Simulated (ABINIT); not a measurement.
# SiPbSe3 (Pm-3m): zone-centre phonons, part 3 of 4

Which modes does SiPbSe3 (Pm-3m) have at the zone centre?

ABINIT 10.8.3; DFT LDA, scalar-relativistic, plane waves, HGH norm-conserving pseudopotentials.

So far. Step 5 (Ground state): The cell stands at -1.1 GPa: the relaxation ran with a smoothed and higher cutoff, and the difference is a stress of the finite basis. Step 6 (Zone-centre response): The acoustic modes at Γ come out as far as 2.9 cm⁻¹ from zero, where they should vanish, a small numerical error. The lowest optical mode is imaginary, 103i cm⁻¹, an instability at this level and on this k mesh. The relaxed cell has a = 4.814 Å (conventional setting).

The structure was built from a prototype and need not be the compound's stable phase.

### Step 7. Modes with the sum rule

anaddb reads the merged derivatives and imposes the acoustic sum rule.

File anaddb.abi:

```
ddb_filepath "gamma_DDB"
output_file "anaddb.abo"
outdata_prefix "anaddb"
asr 1
chneut 1
enunit 2
eivec 1
nph1l 1
qph1l 0.0 0.0 0.0 1.0
```

File mrgddb.in:

```
gamma_DDB
merged
2
dfpt_gammao_DDB
gso_DDB
```

Started as:

```bash
$ mrgddb < mrgddb.in > mrgddb.log
$ OMP_NUM_THREADS=1 anaddb anaddb.abi > anaddb.log
```

anaddb.abo, the main output file:

```text
-outvars_anaddb: echo values of input variables ----------------------

 Miscellaneous information :
      enunit         2
       eivec         1
         asr         1
 First list of wavevector (reduced coord.) :
       nph1l         1
       qph1l
                     0.00000000E+00  0.00000000E+00  0.00000000E+00    1.000E+00

================================================================================

 read the DDB information and perform some checks

  ==== Info on the Cryst% object ====
 Real(R)+Recip(G) space primitive vectors, cartesian coordinates (Bohr,Bohr^-1):
 R(1)=  9.0978224  0.0000000  0.0000000  G(1)=  0.1099164  0.0000000  0.0000000
 R(2)=  0.0000000  9.0978224  0.0000000  G(2)=  0.0000000  0.1099164  0.0000000
 R(3)=  0.0000000  0.0000000  9.0978224  G(3)=  0.0000000  0.0000000  0.1099164
 Unit cell volume ucvol=  7.5303014E+02 bohr^3
 Angles (23,13,12)=  9.00000000E+01  9.00000000E+01  9.00000000E+01 degrees
 Time-reversal symmetry is present
 Reduced atomic positions [iatom, xred, symbol]:
    1)    0.0000000  0.0000000  0.0000000  Pb
    2)    0.5000000  0.5000000  0.5000000  Si
    3)    0.5000000  0.5000000  0.0000000  Se
    4)    0.5000000  0.0000000  0.5000000  Se
    5)    0.0000000  0.5000000  0.5000000  Se

 DDB file with 3 blocks has been read.

================================================================================

 Treat the first list of vectors

  Phonon wavevector (reduced coordinates) :  0.00000  0.00000  0.00000
 Phonon energies in Hartree :
  -4.697474E-04 -4.697474E-04 -4.697474E-04 -3.133242E-04 -3.133242E-04
  -3.133242E-04 -1.967678E-04 -1.967678E-04 -1.967677E-04  0.000000E+00
   0.000000E+00  0.000000E+00  1.013054E-03  1.013054E-03  1.013054E-03
 Phonon energies in meV     :
- -1.278248E+01 -1.278248E+01 -1.278248E+01 -8.525986E+00 -8.525986E+00
- -8.525986E+00 -5.354323E+00 -5.354323E+00 -5.354323E+00  0.000000E+00
-  0.000000E+00  0.000000E+00  2.756661E+01  2.756661E+01  2.756661E+01
 Phonon frequencies in cm-1    :
- -1.030976E+02 -1.030976E+02 -1.030976E+02 -6.876672E+01 -6.876672E+01
- -6.876672E+01 -4.318553E+01 -4.318553E+01 -4.318553E+01  0.000000E+00
-  0.000000E+00  0.000000E+00  2.223397E+02  2.223397E+02  2.223397E+02
 Phonon frequencies in Thz     :
- -3.090789E+00 -3.090789E+00 -3.090789E+00 -2.061574E+00 -2.061574E+00
- -2.061574E+00 -1.294670E+00 -1.294670E+00 -1.294670E+00  0.000000E+00
-  0.000000E+00  0.000000E+00  6.665576E+00  6.665576E+00  6.665576E+00
 Phonon energies in Kelvin  :
- -1.483345E+02 -1.483345E+02 -1.483345E+02 -9.893996E+01 -9.893996E+01
- -9.893996E+01 -6.213434E+01 -6.213434E+01 -6.213434E+01  0.000000E+00
-  0.000000E+00  0.000000E+00  3.198972E+02  3.198972E+02  3.198972E+02

 Eigendisplacements
 (will be given, for each mode : in cartesian coordinates
   for each atom the real part of the displacement vector,
   then the imaginary part of the displacement vector - absolute values smaller than 1.0d-7 are set to zero)
  Mode number    1   Energy   -4.697474E-04
 Attention : low frequency mode.
   (Could be unstable or acoustic mode)
-  1  0.00000000E+00  0.00000000E+00  5.92881383E-04
-     0.00000000E+00  0.00000000E+00  0.00000000E+00
-  2  0.00000000E+00  0.00000000E+00  2.20146305E-03
-     0.00000000E+00  0.00000000E+00  0.00000000E+00
-  3  0.00000000E+00  0.00000000E+00  5.05678557E-04
-     0.00000000E+00  0.00000000E+00  0.00000000E+00
-  4  0.00000000E+00  0.00000000E+00 -1.42225441E-03
-     0.00000000E+00  0.00000000E+00  0.00000000E+00
-  5  0.00000000E+00  0.00000000E+00 -1.42225441E-03
-     0.00000000E+00  0.00000000E+00  0.00000000E+00
  Mode number    2   Energy   -4.697474E-04
 Attention : low frequency mode.
   (Could be unstable or acoustic mode)
-  1  0.00000000E+00 -5.92881383E-04  0.00000000E+00
-     0.00000000E+00  0.00000000E+00  0.00000000E+00
-  2  0.00000000E+00 -2.20146305E-03  0.00000000E+00
-     0.00000000E+00  0.00000000E+00  0.00000000E+00
-  3  0.00000000E+00  1.42225441E-03  0.00000000E+00
-     0.00000000E+00  0.00000000E+00  0.00000000E+00
-  4  0.00000000E+00 -5.05678557E-04  0.00000000E+00
-     0.00000000E+00  0.00000000E+00  0.00000000E+00
-  5  0.00000000E+00  1.42225441E-03  0.00000000E+00
-     0.00000000E+00  0.00000000E+00  0.00000000E+00
  Mode number    3   Energy   -4.697474E-04
 Attention : low frequency mode.
   (Could be unstable or acoustic mode)
-  1  5.92881383E-04  0.00000000E+00  0.00000000E+00
-     0.00000000E+00  0.00000000E+00  0.00000000E+00
-  2  2.20146305E-03  0.00000000E+00  0.00000000E+00
-     0.00000000E+00  0.00000000E+00  0.00000000E+00
-  3 -1.42225441E-03  0.00000000E+00  0.00000000E+00
-     0.00000000E+00  0.00000000E+00  0.00000000E+00
-  4 -1.42225441E-03  0.00000000E+00  0.00000000E+00
-     0.00000000E+00  0.00000000E+00  0.00000000E+00
-  5  5.05678557E-04  0.00000000E+00  0.00000000E+00
-     0.00000000E+00  0.00000000E+00  0.00000000E+00
  Mode number    4   Energy   -3.133242E-04
 Attention : low frequency mode.
   (Could be unstable or acoustic mode)
-  1  0.00000000E+00  0.00000000E+00  0.00000000E+00
-     0.00000000E+00  0.00000000E+00  0.00000000E+00
-  2  0.00000000E+00  0.00000000E+00  0.00000000E+00
-     0.00000000E+00  0.00000000E+00  0.00000000E+00
-  3  0.00000000E+00  0.00000000E+00  0.00000000E+00
-     0.00000000E+00  0.00000000E+00  0.00000000E+00
-  4  0.00000000E+00  0.00000000E+00  1.86380890E-03
-     0.00000000E+00  0.00000000E+00  0.00000000E+00
-  5  0.00000000E+00  0.00000000E+00 -1.86380890E-03
-     0.00000000E+00  0.00000000E+00  0.00000000E+00
  Mode number    5   Energy   -3.133242E-04
 Attention : low frequency mode.
   (Could be unstable or acoustic mode)
-  1  0.00000000E+00  0.00000000E+00  0.00000000E+00
-     0.00000000E+00  0.00000000E+00  0.00000000E+00
-  2  0.00000000E+00  0.00000000E+00  0.00000000E+00
-     0.00000000E+00  0.00000000E+00  0.00000000E+00
-  3  0.00000000E+00  1.86380890E-03  0.00000000E+00
-     0.00000000E+00  0.00000000E+00  0.00000000E+00
-  4  0.00000000E+00  0.00000000E+00  0.00000000E+00
-     0.00000000E+00  0.00000000E+00  0.00000000E+00
-  5  0.00000000E+00 -1.86380890E-03  0.00000000E+00
-     0.00000000E+00  0.00000000E+00  0.00000000E+00
  Mode number    6   Energy   -3.133242E-04
 Attention : low frequency mode.
   (Could be unstable or acoustic mode)
-  1  0.00000000E+00  0.00000000E+00  0.00000000E+00
-     0.00000000E+00  0.00000000E+00  0.00000000E+00
-  2  0.00000000E+00  0.00000000E+00  0.00000000E+00
-     0.00000000E+00  0.00000000E+00  0.00000000E+00
-  3  1.86380890E-03  0.00000000E+00  0.00000000E+00
-     0.00000000E+00  0.00000000E+00  0.00000000E+00
-  4 -1.86380890E-03  0.00000000E+00  0.00000000E+00
-     0.00000000E+00  0.00000000E+00  0.00000000E+00
-  5  0.00000000E+00  0.00000000E+00  0.00000000E+00
-     0.00000000E+00  0.00000000E+00  0.00000000E+00
  Mode number    7   Energy   -1.967678E-04
 Attention : low frequency mode.
   (Could be unstable or acoustic mode)
-  1  0.00000000E+00  0.00000000E+00  1.06480407E-03
-     0.00000000E+00  0.00000000E+00  0.00000000E+00
-  2  0.00000000E+00  0.00000000E+00 -2.37165468E-03
-     0.00000000E+00  0.00000000E+00  0.00000000E+00
-  3  0.00000000E+00  0.00000000E+00 -1.33497252E-03
-     0.00000000E+00  0.00000000E+00  0.00000000E+00
-  4  0.00000000E+00  0.00000000E+00 -3.07810120E-04
-     0.00000000E+00  0.00000000E+00  0.00000000E+00
-  5  0.00000000E+00  0.00000000E+00 -3.07810120E-04
-     0.00000000E+00  0.00000000E+00  0.00000000E+00
  Mode number    8   Energy   -1.967678E-04
 Attention : low frequency mode.
   (Could be unstable or acoustic mode)
-  1  0.00000000E+00  1.06480407E-03  0.00000000E+00
-     0.00000000E+00  0.00000000E+00  0.00000000E+00
-  2  0.00000000E+00 -2.37165468E-03  0.00000000E+00
-     0.00000000E+00  0.00000000E+00  0.00000000E+00
-  3  0.00000000E+00 -3.07810120E-04  0.00000000E+00
-     0.00000000E+00  0.00000000E+00  0.00000000E+00
-  4  0.00000000E+00 -1.33497252E-03  0.00000000E+00
-     0.00000000E+00  0.00000000E+00  0.00000000E+00
-  5  0.00000000E+00 -3.07810120E-04  0.00000000E+00
-     0.00000000E+00  0.00000000E+00  0.00000000E+00
  Mode number    9   Energy   -1.967677E-04
 Attention : low frequency mode.
   (Could be unstable or acoustic mode)
-  1  1.06480407E-03  0.00000000E+00  0.00000000E+00
-     0.00000000E+00  0.00000000E+00  0.00000000E+00
-  2 -2.37165468E-03  0.00000000E+00  0.00000000E+00
-     0.00000000E+00  0.00000000E+00  0.00000000E+00
-  3 -3.07810120E-04  0.00000000E+00  0.00000000E+00
-     0.00000000E+00  0.00000000E+00  0.00000000E+00
-  4 -3.07810120E-04  0.00000000E+00  0.00000000E+00
-     0.00000000E+00  0.00000000E+00  0.00000000E+00
-  5 -1.33497252E-03  0.00000000E+00  0.00000000E+00
-     0.00000000E+00  0.00000000E+00  0.00000000E+00
  Mode number   10   Energy    0.000000E+00
 Attention : low frequency mode.
   (Could be unstable or acoustic mode)
-  1  0.00000000E+00  0.00000000E+00  1.07788684E-03
-     0.00000000E+00  0.00000000E+00  0.00000000E+00
-  2  0.00000000E+00  0.00000000E+00  1.07788299E-03
-     0.00000000E+00  0.00000000E+00  0.00000000E+00
-  3  0.00000000E+00  0.00000000E+00  1.07788438E-03
-     0.00000000E+00  0.00000000E+00  0.00000000E+00
-  4  0.00000000E+00  0.00000000E+00  1.07788618E-03
-     0.00000000E+00  0.00000000E+00  0.00000000E+00
-  5  0.00000000E+00  0.00000000E+00  1.07788618E-03
-     0.00000000E+00  0.00000000E+00  0.00000000E+00
  Mode number   11   Energy    0.000000E+00
 Attention : low frequency mode.
   (Could be unstable or acoustic mode)
-  1  0.00000000E+00  1.07788684E-03  0.00000000E+00
-     0.00000000E+00  0.00000000E+00  0.00000000E+00
-  2  0.00000000E+00  1.07788299E-03  0.00000000E+00
-     0.00000000E+00  0.00000000E+00  0.00000000E+00
-  3  0.00000000E+00  1.07788618E-03  0.00000000E+00
-     0.00000000E+00  0.00000000E+00  0.00000000E+00
-  4  0.00000000E+00  1.07788438E-03  0.00000000E+00
-     0.00000000E+00  0.00000000E+00  0.00000000E+00
-  5  0.00000000E+00  1.07788618E-03  0.00000000E+00
-     0.00000000E+00  0.00000000E+00  0.00000000E+00
  Mode number   12   Energy    0.000000E+00
 Attention : low frequency mode.
   (Could be unstable or acoustic mode)
-  1  1.07788684E-03  0.00000000E+00  0.00000000E+00
-     0.00000000E+00  0.00000000E+00  0.00000000E+00
-  2  1.07788299E-03  0.00000000E+00  0.00000000E+00
-     0.00000000E+00  0.00000000E+00  0.00000000E+00
-  3  1.07788618E-03  0.00000000E+00  0.00000000E+00
-     0.00000000E+00  0.00000000E+00  0.00000000E+00
-  4  1.07788618E-03  0.00000000E+00  0.00000000E+00
-     0.00000000E+00  0.00000000E+00  0.00000000E+00
-  5  1.07788438E-03  0.00000000E+00  0.00000000E+00
-     0.00000000E+00  0.00000000E+00  0.00000000E+00
  Mode number   13   Energy    1.013054E-03
-  1  0.00000000E+00  0.00000000E+00  2.07447469E-05
-     0.00000000E+00  0.00000000E+00  0.00000000E+00
-  2  0.00000000E+00  0.00000000E+00  2.81060110E-03
-     0.00000000E+00  0.00000000E+00  0.00000000E+00
-  3  0.00000000E+00  0.00000000E+00 -1.93594165E-03
-     0.00000000E+00  0.00000000E+00  0.00000000E+00
-  4  0.00000000E+00  0.00000000E+00  4.40897160E-04
-     0.00000000E+00  0.00000000E+00  0.00000000E+00
-  5  0.00000000E+00  0.00000000E+00  4.40897160E-04
-     0.00000000E+00  0.00000000E+00  0.00000000E+00
  Mode number   14   Energy    1.013054E-03
-  1  0.00000000E+00  2.07447469E-05  0.00000000E+00
-     0.00000000E+00  0.00000000E+00  0.00000000E+00
-  2  0.00000000E+00  2.81060110E-03  0.00000000E+00
-     0.00000000E+00  0.00000000E+00  0.00000000E+00
-  3  0.00000000E+00  4.40897160E-04  0.00000000E+00
-     0.00000000E+00  0.00000000E+00  0.00000000E+00
-  4  0.00000000E+00 -1.93594165E-03  0.00000000E+00
-     0.00000000E+00  0.00000000E+00  0.00000000E+00
-  5  0.00000000E+00  4.40897160E-04  0.00000000E+00
-     0.00000000E+00  0.00000000E+00  0.00000000E+00
  Mode number   15   Energy    1.013054E-03
-  1  2.07447469E-05  0.00000000E+00  0.00000000E+00
-     0.00000000E+00  0.00000000E+00  0.00000000E+00
-  2  2.81060110E-03  0.00000000E+00  0.00000000E+00
-     0.00000000E+00  0.00000000E+00  0.00000000E+00
-  3  4.40897160E-04  0.00000000E+00  0.00000000E+00
-     0.00000000E+00  0.00000000E+00  0.00000000E+00
-  4  4.40897160E-04  0.00000000E+00  0.00000000E+00
-     0.00000000E+00  0.00000000E+00  0.00000000E+00
-  5 -1.93594165E-03  0.00000000E+00  0.00000000E+00
-     0.00000000E+00  0.00000000E+00  0.00000000E+00

 Analysis of degeneracies and characters (maximum tolerance=1.00E-06 a.u.)
 For each vibration mode, or group of modes if degenerate,
 the characters are given for each symmetry operation (see the list in the log file).
 Symmetry characters of vibration mode #   1
       degenerate with vibration modes #   2 to    3
  3.0 -3.0 -1.0  1.0 -1.0  1.0 -1.0  1.0  1.0 -1.0 -1.0  1.0  1.0 -1.0 -1.0  1.0
 -0.0  0.0 -0.0  0.0  0.0 -0.0  0.0 -0.0  1.0 -1.0 -1.0  1.0 -1.0  1.0  1.0 -1.0
 -0.0  0.0  0.0 -0.0  0.0 -0.0 -0.0  0.0  1.0 -1.0  1.0 -1.0 -1.0  1.0 -1.0  1.0
 Symmetry characters of vibration mode #   4
       degenerate with vibration modes #   5 to    6
  3.0 -3.0 -1.0  1.0 -1.0  1.0 -1.0  1.0 -1.0  1.0  1.0 -1.0 -1.0  1.0  1.0 -1.0
  0.0 -0.0  0.0 -0.0 -0.0  0.0 -0.0  0.0 -1.0  1.0  1.0 -1.0  1.0 -1.0 -1.0  1.0
  0.0 -0.0 -0.0  0.0 -0.0  0.0  0.0 -0.0 -1.0  1.0 -1.0  1.0  1.0 -1.0  1.0 -1.0
 Symmetry characters of vibration mode #   7
       degenerate with vibration modes #   8 to    9
  3.0 -3.0 -1.0  1.0 -1.0  1.0 -1.0  1.0  1.0 -1.0 -1.0  1.0  1.0 -1.0 -1.0  1.0
 -0.0  0.0 -0.0  0.0  0.0 -0.0  0.0 -0.0  1.0 -1.0 -1.0  1.0 -1.0  1.0  1.0 -1.0
 -0.0  0.0  0.0 -0.0  0.0 -0.0 -0.0  0.0  1.0 -1.0  1.0 -1.0 -1.0  1.0 -1.0  1.0
 Symmetry characters of vibration mode #  10
       degenerate with vibration modes #  11 to   12
  3.0 -3.0 -1.0  1.0 -1.0  1.0 -1.0  1.0  1.0 -1.0 -1.0  1.0  1.0 -1.0 -1.0  1.0
 -0.0  0.0 -0.0  0.0  0.0 -0.0  0.0 -0.0  1.0 -1.0 -1.0  1.0 -1.0  1.0  1.0 -1.0
 -0.0  0.0  0.0 -0.0  0.0 -0.0 -0.0  0.0  1.0 -1.0  1.0 -1.0 -1.0  1.0 -1.0  1.0
 Symmetry characters of vibration mode #  13
       degenerate with vibration modes #  14 to   15
  3.0 -3.0 -1.0  1.0 -1.0  1.0 -1.0  1.0  1.0 -1.0 -1.0  1.0  1.0 -1.0 -1.0  1.0
 -0.0  0.0 -0.0  0.0  0.0 -0.0  0.0 -0.0  1.0 -1.0 -1.0  1.0 -1.0  1.0  1.0 -1.0
 -0.0  0.0  0.0 -0.0  0.0 -0.0 -0.0  0.0  1.0 -1.0  1.0 -1.0 -1.0  1.0 -1.0  1.0
-
```

Wall time 0.58 s (1 thread of Arm Neoverse N1, shared host).

Read from the output:

```
highest optical zone-centre mode (no LO-TO term) : 222.3 cm⁻¹
lowest optical zone-centre mode                  : -103.1 cm⁻¹
```

No LO-TO term; unit eigenvectors of the mass-weighted matrix, from anaddb's displacements. Modes at Γ, with each element's share of the kinetic energy (negative means imaginary):

| mode | frequency (cm⁻¹) | symmetry | Pb % | Si % | Se % |
| --- | --- | --- | --- | --- | --- |
| 1 | -103.1 | T1u | 13 | 25 | 62 |
| 2 | -103.1 | T1u | 13 | 25 | 62 |
| 3 | -103.1 | T1u | 13 | 25 | 62 |
| 4 | -68.8 | T2u | 0 | 0 | 100 |
| 5 | -68.8 | T2u | 0 | 0 | 100 |
| 6 | -68.8 | T2u | 0 | 0 | 100 |
| 7 | -43.2 | T1u | 43 | 29 | 28 |
| 8 | -43.2 | T1u | 43 | 29 | 28 |
| 9 | -43.2 | T1u | 43 | 29 | 28 |
| 10 | 0.0 | acoustic | 44 | 6 | 50 |
| 11 | 0.0 | acoustic | 44 | 6 | 50 |
| 12 | 0.0 | acoustic | 44 | 6 | 50 |
| 13 | 222.3 | T1u | 0 | 40 | 60 |
| 14 | 222.3 | T1u | 0 | 40 | 60 |
| 15 | 222.3 | T1u | 0 | 40 | 60 |

Displacements in mode 1 (-103.1 cm⁻¹), the largest set to 1:
```
Pb1  0.00  0.00  0.27
Si2  0.00  0.00  1.00
Se3  0.00  0.00  0.23
Se4  0.00  0.00 -0.65
Se5  0.00  0.00 -0.65
```

Displacements in mode 4 (-68.8 cm⁻¹), the largest set to 1:
```
Pb1  0.00  0.00  0.00
Si2  0.00  0.00  0.00
Se3  0.00  0.00  0.00
Se4  0.00  0.00  1.00
Se5  0.00  0.00 -1.00
```

The rule moves no optical mode by more than 0.2 cm⁻¹.

(Part 3 of 4 ends here.)

[Host names and launcher messages were left out of these logs when they were recorded.]

[Logs are printed without paths, hosts, clocks, repeated set-up lines and the standing remarks that a program may print on its own settings, such as how far it seeks lower states.]

[Hosts, paths, dates, database ids (printed as entryN), source tags and the programs' standing remarks are cut or masked in the printed files.]
